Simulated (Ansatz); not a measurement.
# LiBe (Pm-3m): phonons and vibrational spectra, part 2 of 2

How does LiBe (Pm-3m) vibrate, and is this structure a minimum?

Ansatz 0.2.0; DFT PBEsol, scalar-relativistic, plane waves, norm-conserving pseudopotentials.

So far. Step 3 (Tight relaxation): The forces vanish by symmetry and the pressure is -0.001 GPa, within the tolerances set. The cell now holds 11.04 Å³/atom. Step 4 (Zone-centre response): Before it was imposed, the acoustic sum rule was missed by 8.1e-5 eV/Å². Small misses are needed for a sound result but don't prove that mesh and cutoff are converged. The lowest optical mode is real, 560 cm⁻¹. The relaxed cell has a = 2.805 Å (conventional setting).

## 5. The dispersion

Stability and thermal properties need the whole zone. Linear response on a 4×4×4 q mesh gives force constants as far as a supercell of that size would.

input.yaml reads:

```yaml
crystal:
  lattice:
    - [2.8054875085, 0.0, 0.0]
    - [0.0, 2.8054875085, 0.0]
    - [0.0, 0.0, 2.8054875085]
  atoms:
    - { symbol: Li, position: [0.0, 0.0, 0.0] }
    - { symbol: Be, position: [0.5, 0.5, 0.5] }
kpoints:
  mp_grid: { grid: [16, 16, 16] }
hamiltonian:
  xc: pbesol
  pseudopotentials: { kind: nc }
scf:
  occupations: { method: methfessel_paxton, width: 0.15 }
output:
  eigenvalues: true
phonons:
  method: dfpt
  qmesh: [4, 4, 4]
  temperatures: { t_max: 1000, t_step: 50 }
  qpath:
    path:
      - [[0.0, 0.0, 0.0], [0.0, 0.5, 0.0], [0.5, 0.5, 0.0], [0.0, 0.0, 0.0], [0.5, 0.5, 0.5], [0.0, 0.5, 0.0]]
      - [[0.5, 0.5, 0.5], [0.5, 0.5, 0.0]]
    npoints: 10
```

On the command line:

```sh
$ ansatz run input.yaml --threads 4 --pin off --max-ram 7168MiB --backend cpu --events-out ev --progress --plain --runs-dir out
```

Numbers of over 12 decimals in the logs are rounded to 6 here.

The program printed:

```text
[...]
Crystal: 2 atoms, lattice volume = 22.081 Å³
Basis set: ecut = 1197.300995 eV, 2103 PW (Γ), exchange–correlation on 64×64×64 points (8 copies of the dense FFT grid, shifted against one another)
Bands: 8, of which v1, the nominal top of the filled ones, is band 4 counted from 1 (3 counted from 0)
Symmetry: 48 space group operations
k-points: 165 of 4096
[...]
SCF iter   1: F=—  HF=-571.729315 eV  |F-HF|=—  |Δ(HF+E_count)|=         —  Δρ=2.17e-2  dr2=3.17e-2  ethr=3.10e-3  ⟨swp⟩=5.8  Hψ=10858  notcnv=0
[...]
SCF iter   6: F=-571.718097 eV  HF=-571.718097 eV  |F-HF|=1.71e-12  |Δ(HF+E_count)|=  1.16e-10  S|Δr|=    0.00e0  Δρ=1.26e-7  dr2=2.97e-12  ethr=1.00e-12  ⟨swp⟩=8.2  Hψ=7394  notcnv=0
SCF 1 converged in 6 iterations: F = -571.718097 eV  dr2 = 2.97e-12
phonons: the bands overlap, so this run is a metal and interpolates without the dipole-dipole term. If the crystal is really an insulator or semiconductor, its LO-TO splitting is missing
NSCF: frozen V_eff on 165 k-points
WARN: eigensolver did not converge in 4 slots of this pass, the one above among them; of largest residual over every band (k=43): 1 band(s) unlocked (lowest unlocked band 7, counted from 0; max residual 1.58e-3 eV among the unlocked bands, 1.58e-3 eV over every band); of lowest unlocked band (k=14): band 7
[...]
DFPT response loops at q = (0, 0, 0) (fractional): preconditioner auto → Kerker (q_TF=auto, 2.253 Å⁻¹) (partly filled bands, converged f_vac=0.000); β = 1.00, the filter's whole step (`scf.mixing.beta` (0.50) is not read by the response loops under this deck's `scf.mixing.preconditioner`; to damp them name `kerker` or `kerker_dos`, under which they read `scf.mixing.beta`, and type it under 1.00, their step now; both keys bind the ground state too); Broyden in place of MSR1
[...]
SCF converged after 6 iterations
[...]
Free energy (F): -571.718097 eV
[...]
Internal energy: -571.719159 eV  (E = F + TS)
E sigma→0 (E₀):  -571.718363 eV
Entropy (-TS):   0.001061 eV (0.531 meV/atom)
Fermi energy:    3.860107 eV
[...]
--- Band table (eV; the first three rows and the last of 165) ---
[...]
--- Phonons (Γ-DFPT): 2 representative perturbations + reference (Σ response iterations 6) ---
  ASR residual: 6.395e-5 → 0.000e0 eV/Å²; symmetrization residual: 5.730e-6 eV/Å²
  ASR residual per site (eV/Å²): 1.57e-5 6.39e-5
  Γ frequencies (cm⁻¹): 0.00 0.00 0.00 559.52 559.52 559.52
--- Phonons (arbitrary-q DFPT): 10 irreducible q on the 4×4×4 mesh ---
  q = [0.0000, 0.0000, 0.0000] (star 1, of the zone-centre solve; hermiticity 2.54e-6, symmetrization 9.84e-16): -0.00 -0.00 -0.00 559.52 559.52 559.52
  q = [0.0000, 0.0000, 0.2500] (star 6, 4 solved perturbations in 4032 linear systems a pass and spin channel, the states on 1296 of 4096 k-point pairs; hermiticity 4.62e-6, symmetrization 2.82e-13, the responses' own estimated error 5.2e-5 eV/Å²): 176.24 228.79 228.79 488.96 523.17 523.17
[...]
q = [0.0000, 0.2500, -0.5000] (star 12, 6 solved perturbations on 1296 of 4096 k-point pairs; hermiticity 6.75e-6, symmetrization 5.67e-8, the responses' own estimated error 6.1e-5 eV/Å²): -22.32 170.42 406.19 410.86 493.00 518.79
[...]
sum rule: each row above includes the acoustic sum rule's correction from the zone centre's row sums; it moved no ω² by more than (1.39 cm⁻¹)²
  mesh force constants: q→R imaginary residual 2.77e-18; ASR residual 6.395e-5 → 0.000e0 eV/Å²; symmetrization residual 6.217e-15 eV/Å²
  interpolated dispersion: 62 rows × 6 modes
  density of states and harmonic sums: on the 24×24×24 q-mesh, interpolated from the force constants of a 4×4×4 supercell (no non-analytic term)
  largest difference from the sums on the solved wave vectors: F 7.47e-2 eV, S 1.03e-4 and C_V 2.93e-5 eV/K
  zero-point energy: 0.130307 eV/cell   skipped modes (ω ≤ 0): 96, of them read as no rigid motion or as one in doubt: 93 (1.836e-1 modes/cell left out, lowest -91.88 cm⁻¹)   left out of the sums: 3.06e-2 of the cell's modes: C_V's classical limit lies that fraction below 3 k_B per atom; for a crystal, a wire or a layer, F and S can be off by more, and a phonons.interpolated_qmesh denser along its periods is the remedy for the sampling
```

The job ended after 6.5 min (4 threads of Arm Neoverse N1, shared host; peak memory 3.2 GiB; 24 min of CPU time).

Numbers from this step:

```yaml
sum_rule_residual_before_enforcement: 6.39e-5 eV/Å²
lowest_frequency_on_the_path: -91.88 cm⁻¹
highest_frequency_on_the_path_or_at_a_solved_wavevector: 559.5 cm⁻¹
lowest_mode_on_the_q_mesh_acoustic_modes_at_gamma_apart: -91.88 cm⁻¹
```

Frequencies (cm⁻¹) solved at each irreducible wavevector; negative means imaginary. Frequencies by wavevector, by row:

| q in reciprocal lattice units | star | mode 1 | mode 2 | mode 3 | mode 4 | mode 5 | mode 6 |
| --- | --- | --- | --- | --- | --- | --- | --- |
| 0 0 0 | 1 | 0 | 0 | 0 | 559.5 | 559.5 | 559.5 |
| 0 0 0.25 | 6 | 176.2 | 228.8 | 228.8 | 489 | 523.2 | 523.2 |
| 0 0 -0.5 | 3 | 158 | 394 | 394 | 430.9 | 430.9 | 446.8 |
| 0 0.25 0.25 | 12 | -22.8 | 278.3 | 299 | 438.1 | 490.1 | 530 |
| 0 0.25 -0.5 | 12 | -22.3 | 170.4 | 406.2 | 410.9 | 493 | 518.8 |
| 0 -0.5 -0.5 | 3 | -91.9 | -91.9 | 407.6 | 432 | 543.6 | 543.6 |
| 0.25 0.25 0.25 | 8 | 209.8 | 209.8 | 256.7 | 449.3 | 507.9 | 507.9 |
| 0.25 0.25 -0.5 | 12 | 123.4 | 228.3 | 300.8 | 463.3 | 478.9 | 528.8 |
| 0.25 -0.5 -0.5 | 6 | 178.7 | 178.7 | 320.3 | 447.2 | 526.6 | 526.6 |
| -0.5 -0.5 -0.5 | 1 | 288 | 288 | 288 | 502.8 | 502.8 | 502.8 |

Interpolated from a 4×4×4 q mesh. Phonon branches along the path, in cm⁻¹:

| point | branch 1 | branch 2 | branch 3 | branch 4 | branch 5 | branch 6 |
| --- | --- | --- | --- | --- | --- | --- |
| Γ | 0 | 0 | 0 | 560 | 560 | 560 |
| halfway | 176 | 229 | 229 | 489 | 523 | 523 |
| X | 158 | 394 | 394 | 431 | 431 | 447 |
| halfway | -22 | 170 | 406 | 411 | 493 | 519 |
| M | -92 | -92 | 408 | 432 | 544 | 544 |
| halfway | -23 | 278 | 299 | 438 | 490 | 530 |
| Γ | 0 | 0 | 0 | 560 | 560 | 560 |
| halfway | 210 | 210 | 257 | 449 | 508 | 508 |
| R | 288 | 288 | 288 | 503 | 503 | 503 |
| halfway | 123 | 228 | 301 | 463 | 479 | 529 |
| X | 158 | 394 | 394 | 431 | 431 | 447 |
| jump to R | 288 | 288 | 288 | 503 | 503 | 503 |
| halfway | 179 | 179 | 320 | 447 | 527 | 527 |
| M | -92 | -92 | 408 | 432 | 544 | 544 |

The phonon branches as a text plot (rows in cm⁻¹):

```
    546 |***         *****    *******                         ***
    519 |  ***     ***   ****** *   *****       *******    ***
    492 |   * *   *       *  * *         ************  *  **
    465 |    **  ***       **            **        **** *   *
    437 |      ***    *****  **      ** *            *****   *  *
    410 |         *******              *                      ***
    383 |      ***       **                            ***    *
    356 |                                             * *
    329 |                  **                        * *     *
    302 |     *              **      ***            *      **
    275 |    *    *          *              ********  *   *
    247 |                     **        *  **    **  *     *
    220 |   *      *       **       *   ****      ***       *
    193 |    **                *       *
    166 |   *  **               *                  *     *   *
    139 |  *     *        *     *    **                 *
    112 |         * *              **               *  *
     85 | *                      *                   **       *
     57 |*         *          **** *
     30 |            *           *
      3 |                         *
    -24 |                *   *                                 *
    -51 |                  **
    -78 |           *******                                     *
         Γ      X      M          Γ            R        X|R     M
```

Tetrahedra on a 24×24×24 mesh, mean over bins of 10 cm-1. Interpolated from a 4×4×4 q mesh. Table of phonon density of states by wavenumber; read off at these points:

| wavenumber (cm⁻¹) | phonon density of states (1/cm⁻¹/cell) |
| --- | --- |
| -95 | 8.0e-5 |
| -75 | 0.00253 |
| -55 | 0.00211 |
| -45 | 0.00166 |
| -25 | 0.00135 |
| -5 | 0.00131 |
| 15 | 0.00145 |
| 25 | 0.00157 |
| 45 | 0.00209 |
| 65 | 0.00465 |
| 85 | 0.00768 |
| 105 | 0.00943 |
| 115 | 0.00977 |
| 135 | 0.00792 |
| 155 | 0.00734 |
| 175 | 0.00663 |
| 195 | 0.00704 |
| 205 | 0.00772 |
| 225 | 0.0100 |
| 245 | 0.00791 |
| 265 | 0.008 |
| 275 | 0.00963 |
| 295 | 0.00954 |
| 315 | 0.0124 |
| 335 | 0.00711 |
| 355 | 0.00641 |
| 365 | 0.00608 |
| 385 | 0.00543 |
| 405 | 0.00407 |
| 425 | 0.0144 |
| 435 | 0.0250 |
| 445 | 0.0240 |
| 455 | 0.0168 |
| 475 | 0.0167 |
| 495 | 0.0225 |
| 515 | 0.0303 |
| 525 | 0.0549 |
| 545 | 0.00703 |
| 565 | 0 |

The partial phonon density of states has structure finer than the step of the table below, so its rows give means over 25 cm⁻¹, whole bins alone (the curve runs from -102 to 586 cm⁻¹). Peaks (cm⁻¹: height): Be -80.2: 0.00246, 80.0: 0.00749, 114.6: 0.00793, 235.8: 0.00748, 296.4: 0.0108, 525.7: 0.0123; Li 439.2: 0.0206, 525.7: 0.0361.

Phonopy on the run's constants, 21x21x21 mesh, Gaussian sigma 4.9 cm-1. Interpolated from a 4×4×4 q mesh. Table of partial phonon density of states by wavenumber; means over each step; values in 1/cm⁻¹/cell:

| wavenumber (cm⁻¹) | Be | Li |
| --- | --- | --- |
| -75 | 0.00207 | 6.2e-4 |
| -50 | 0.00163 | 5.0e-4 |
| -25 | 0.00114 | 3.5e-4 |
| 0 | 1.7e-4 | 5.5e-5 |
| 25 | 0.00143 | 4.6e-4 |
| 50 | 0.00157 | 6.1e-4 |
| 75 | 0.00548 | 0.00186 |
| 100 | 0.00613 | 0.00213 |
| 125 | 0.00685 | 0.00214 |
| 150 | 0.00572 | 0.00163 |
| 175 | 0.00529 | 0.00150 |
| 200 | 0.00597 | 0.00161 |
| 225 | 0.00707 | 0.00195 |
| 250 | 0.00646 | 0.00176 |
| 275 | 0.00740 | 0.00135 |
| 300 | 0.00963 | 0.00180 |
| 325 | 0.00737 | 0.00163 |
| 350 | 0.00503 | 0.00129 |
| 375 | 0.00451 | 0.00122 |
| 400 | 0.00239 | 0.00210 |
| 425 | 0.00275 | 0.0120 |
| 450 | 0.00305 | 0.0168 |
| 475 | 0.00348 | 0.0135 |
| 500 | 0.00518 | 0.0180 |
| 525 | 0.00957 | 0.0282 |
| 550 | 0.00229 | 0.00467 |

Second derivatives of the energy by pair, one row for each kind of neighbour of each atom listed. Each entry sums the pair over the periodic images of the supercell that the q mesh stands for, and in a polar crystal it holds the long-range dipole part too. Force constants by pair, by row:

```csv
atom,neighbour,distance (Å),third of the trace (eV/Å²),along the pair's line (eV/Å²)
Li1,itself,0,5.073,–
Li1,Be,2.43,-0.4923,-1.468
Li1,Li,2.805,-0.1409,-0.3321
Li1,Li,3.968,0.0341,0.1195
Li1,Be,4.652,-0.0252,-0.0721
Li1,Li,4.859,-0.0098,-0.0536
Li1,Li,5.611,0.0156,0.0864
Li1,Be,6.114,-0.0026,-7.00e-4
Li1,Li,6.273,-0.0013,-0.0051
Be2,itself,0,3.269,–
Be2,Li,2.43,-0.4923,-1.468
Be2,Be,2.805,0.1671,0.7904
Be2,Be,3.968,0.0078,0.0011
Be2,Li,4.652,-0.0252,-0.0721
Be2,Be,4.859,0.0117,0.0433
Be2,Be,5.611,0.0858,0.302
Be2,Li,6.114,-0.0026,-7.00e-4
Be2,Be,6.273,-0.0122,-0.0329
```

Symmetry leaves 10 wavevectors to solve. The lowest mode among them, the acoustic zeros apart, lies at q = (0, -0.5, -0.5) and is imaginary, 91.9i cm⁻¹, so the energy falls along it.

## 6. Isotope substitution

An isotope changes the mass and not the force constants, so no new electronic calculation is needed; the shifts show which modes move this element.

The same force constants with the mass of Li changed from 6.940 to 6.015 u (phonopy, no LO-TO term). Both lists are sorted by frequency; levels can cross, so a row need not hold one and the same mode. Modes under 3 cm⁻¹ are left out. Isotope shifts, by row:

| q | rank | natural mass (cm⁻¹) | changed mass (cm⁻¹) |
| --- | --- | --- | --- |
| 0 0 0 | 4 | 559.5 | 583.3 |
| 0 0 0 | 5 | 559.5 | 583.3 |
| 0 0 0 | 6 | 559.5 | 583.3 |
| 0 0 0.25 | 1 | 176.2 | 179.1 |
| 0 0 0.25 | 2 | 228.8 | 235.3 |
| 0 0 0.25 | 3 | 228.8 | 235.3 |
| 0 0 0.25 | 4 | 489 | 516.9 |
| 0 0 0.25 | 5 | 523.2 | 546.3 |
| 0 0 0.25 | 6 | 523.2 | 546.3 |
| 0 0 -0.5 | 1 | 158 | 158 |
| 0 0 -0.5 | 2 | 394 | 394 |
| 0 0 -0.5 | 3 | 394 | 394 |
| 0 0 -0.5 | 4 | 430.9 | 462.8 |
| 0 0 -0.5 | 5 | 430.9 | 462.8 |
| 0 0 -0.5 | 6 | 446.8 | 479.9 |
| 0 0.25 0.25 | 1 | -22.8 | -23.28 |
| 0 0.25 0.25 | 2 | 278.3 | 278.7 |
| 0 0.25 0.25 | 3 | 299 | 307.4 |
| 0 0.25 0.25 | 4 | 438.1 | 470 |
| 0 0.25 0.25 | 5 | 490.1 | 512.1 |
| 0 0.25 0.25 | 6 | 530 | 557.5 |

A mode of this element alone would shift by +7.41 %. The highest zone-centre frequency without the field goes from 559.5 to 583.3 cm⁻¹ (+4.3 %). The product of the frequency ratios over all optical modes at Γ is 1.133; the product rule, (m/m′)^(3k/2) (M′/M)^(3/2) with k = 1 such atoms and M the mass of the cell, gives 1.133.

## 7. Results

| Property | Result |
| --- | --- |
| space group after relaxation (within 0.01 Å) | Pm-3m |
| volume per atom | 11.0 Å³ |
| electronic character | no gap on this mesh |
| highest optical mode at the zone centre (no LO-TO term) | 560 cm⁻¹ |
| lowest optical zone-centre mode | 560 cm⁻¹ |
| lowest mode on the q mesh (acoustic modes at Γ apart) | -91.9 cm⁻¹ |
| highest frequency on the path or at a solved wavevector | 560 cm⁻¹ |
| imaginary modes on the 4×4×4 q mesh | yes |

In words: Modes are clearly imaginary (beyond 10i cm⁻¹) at 3 of the 10 irreducible wavevectors, most at q = (0, -0.5, -0.5) (91.9i cm⁻¹), so this structure is not a minimum of the energy. The optical modes at Γ form one degenerate level at 560 cm⁻¹. With no gap, or one that is small against the smearing, the frequencies hang on the k mesh and the smearing, most of all near Kohn anomalies. The phonon runs are without spin polarisation, although the cell has an odd electron count. A phonon run warned that its eigensolver left some bands unconverged in a pass. These are harmonic frequencies at zero temperature: anharmonic shifts, linewidths and thermal expansion are left out.

[Logs are printed without paths, hosts, clocks, repeated set-up lines and the standing remarks that a program may print on its own settings, such as how far it seeks lower states.]

[Hosts, paths, dates, database ids (printed as entryN), source tags and the programs' standing remarks are cut or masked in the printed files.]
